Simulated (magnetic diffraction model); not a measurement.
**Which magnetic order? Tm2Ti9Pb3**

Space group C2/c (no. 15), a = 14.1820 Å, b = 8.3640 Å, c = 10.8850 Å, β = 116.88°.

| site | atom | x | y | z |
| --- | --- | --- | --- | --- |
| 4c | Pb | 3/4 | 1/4 | 1/2 |
| 8f | Pb | 0.5896 | 0.7706 | 0.5008 |
| 8f | Tm | 0.6710 | 0.9162 | 0.2505 |
| 8f | Ti | 0.6060 | 0.3068 | 0.2419 |
| 8f | Ti | 0.8850 | 0.0876 | 0.4229 |
| 8f | Ti | 0.4382 | 0.0805 | 0.0772 |
| 4e | Ti | 1/2 | 0.6361 | 1/4 |
| 8f | Ti | 0.7732 | 0.0778 | 0.0805 |

The compound is invented for this exercise: a known structure type with other elements, its cell scaled to their sizes and not relaxed.

Only Tm is taken to order (form factors of Tm3+); orders and moment sizes are assumed, and not adapted to the symmetry. Radiation: neutrons of λ = 1.8 Å, 2° to 35°; isotropic B of 0.14 Å² (Pb), 0.16 Å² (Tm) and 0.2 Å² (Ti). Simulated constant-wavelength pattern: nuclear and magnetic terms add, the magnetic one as |2.695 fm × Σ f S⊥ exp(2πi Q·r) exp(−B s²)|², summed over all Q at one angle with the factor 1/(sin²θ cos θ). For a modulated order the moment at position r is S exp(−2πi k·r) + c.c., with S = m/2 for a sine wave of amplitude m and S = m(u + iv)/2 for moments turning in a plane, u and v being orthogonal unit vectors in it; the phase factor of the sum at Q = H + k is then exp(2πi H·r). Free-ion form factors, Sears's scattering lengths of 1992, no absorption; a label names one of the reflections at its angle. The strongest nuclear line in the range is 100, and lines under 0.2 are left out.

Above the ordering temperature:

```tsv
2θ (°)	index	I
14.82	(1 1 0)	29.8
15.96	(1 1 -1)	8.0
16.36	(2 0 0)	15.7
20.20	(2 0 -2)	7.3
20.35	(1 1 1)	2.8
21.37	(0 0 2)	8.8
22.80	(1 1 -2)	6.0
24.86	(0 2 0)	25.7
25.27	(3 1 -1)	49.3
27.10	(0 2 1)	25.4
27.31	(3 1 -2)	25.1
27.66	(3 1 0)	24.2
29.06	(1 1 2)	3.9
32.02	(1 1 -3)	1.1
32.24	(2 2 -2)	1.1
32.54	(2 0 2)	3.5
33.01	(0 2 2)	97.5
33.03	(3 1 -3)	100.0
33.07	(4 0 0)	0.5
33.62	(3 1 1)	92.4
34.33	(2 2 1)	3.5
```

Below it (cell unchanged):

```csv
2θ (°),I
2.07,279.0
10.84,4.7
13.13,13.6
14.40,6.4
14.82,29.8
15.09,6.2
15.96,8.0
16.36,15.7
16.49,8.6
16.61,8.4
17.63,5.3
19.14,4.7
20.20,7.3
20.31,0.7
20.35,2.8
21.37,8.8
21.47,1.1
21.69,3.9
21.73,1.1
22.74,2.2
22.80,6.0
23.39,3.5
24.02,1.4
24.29,3.2
24.86,25.7
25.16,3.0
25.27,49.3
26.38,2.8
26.41,1.5
26.77,3.1
26.98,1.5
27.10,25.4
27.31,25.1
27.32,2.6
27.66,24.2
28.14,2.8
```
(The table stops after 36 lines; 33 more lie at higher angle.)

**Question.** Find the propagation vector, then choose among these models:
A. a sine wave with moments along [010] (amplitudes given), 5.3 μB on Tm; signs + at (0.6710, 0.9162, 0.2505), − at (0.8290, 0.5838, 0.7495), − at (0.3290, 0.9162, 0.2495), − at (0.1710, 0.5838, 0.7505)
B. a sine wave with moments along [001] (amplitudes given), 5.3 μB on Tm; signs + at (0.6710, 0.9162, 0.2505), − at (0.8290, 0.5838, 0.7495), − at (0.3290, 0.9162, 0.2495), − at (0.1710, 0.5838, 0.7505)
C. moments turning in the plane of [001] and [100], 5.3 μB on Tm; signs + at (0.6710, 0.9162, 0.2505), − at (0.8290, 0.5838, 0.7495), − at (0.3290, 0.9162, 0.2495), − at (0.1710, 0.5838, 0.7505)
D. moments turning in the plane of [010] and [001], 5.3 μB on Tm; signs + at (0.6710, 0.9162, 0.2505), − at (0.8290, 0.5838, 0.7495), − at (0.3290, 0.9162, 0.2495), − at (0.1710, 0.5838, 0.7505)

The new lines index as (0 0.168 0) at 2.07°, (0 0.168 1) at 10.84°, (1 0.832 0) at 13.13° and (1 0.832 -1) at 14.40°, that is as H ± k with k = (0 0.168 0). Satellites come in pairs about each point of the reciprocal lattice.

Magnetic intensity, observed (below minus above) and for each model:

| 2θ (°) | index | observed | A | B | C | D |
| --- | --- | --- | --- | --- | --- | --- |
| 2.07 | (0 0.168 0) | 279.0 | <0.2 | 279.0 | 558.0 | 279.0 |
| 10.84 | (0 0.168 1) | 4.7 | 19.4 | 4.7 | 20.9 | 24.1 |
| 13.13 | (1 0.832 0) | 13.6 | 5.3 | 13.6 | 22.0 | 18.9 |
| 14.40 | (1 0.832 -1) | 6.4 | 5.5 | 6.4 | 17.1 | 11.9 |
| 15.09 | (2 0.168 -1) | 6.2 | 10.1 | 6.2 | 10.5 | 16.3 |
| 16.49 | (2 0.168 0) | 8.6 | 8.4 | 8.6 | 8.7 | 17.0 |
| 16.61 | (1 1.168 0) | 8.4 | 2.0 | 8.4 | 14.8 | 10.5 |
| 17.63 | (1 1.168 -1) | 5.3 | 2.4 | 5.3 | 12.5 | 7.7 |

Model B matches.

The structure used: k = (0 0.168 0), a sine wave with moments along [001] (amplitudes given), 5.3 μB on Tm; signs + at (0.6710, 0.9162, 0.2505), − at (0.8290, 0.5838, 0.7495), − at (0.3290, 0.9162, 0.2495), − at (0.1710, 0.5838, 0.7505).

[Logs are printed without paths, hosts, clocks, repeated set-up lines and the standing remarks that a program may print on its own settings, such as how far it seeks lower states.]
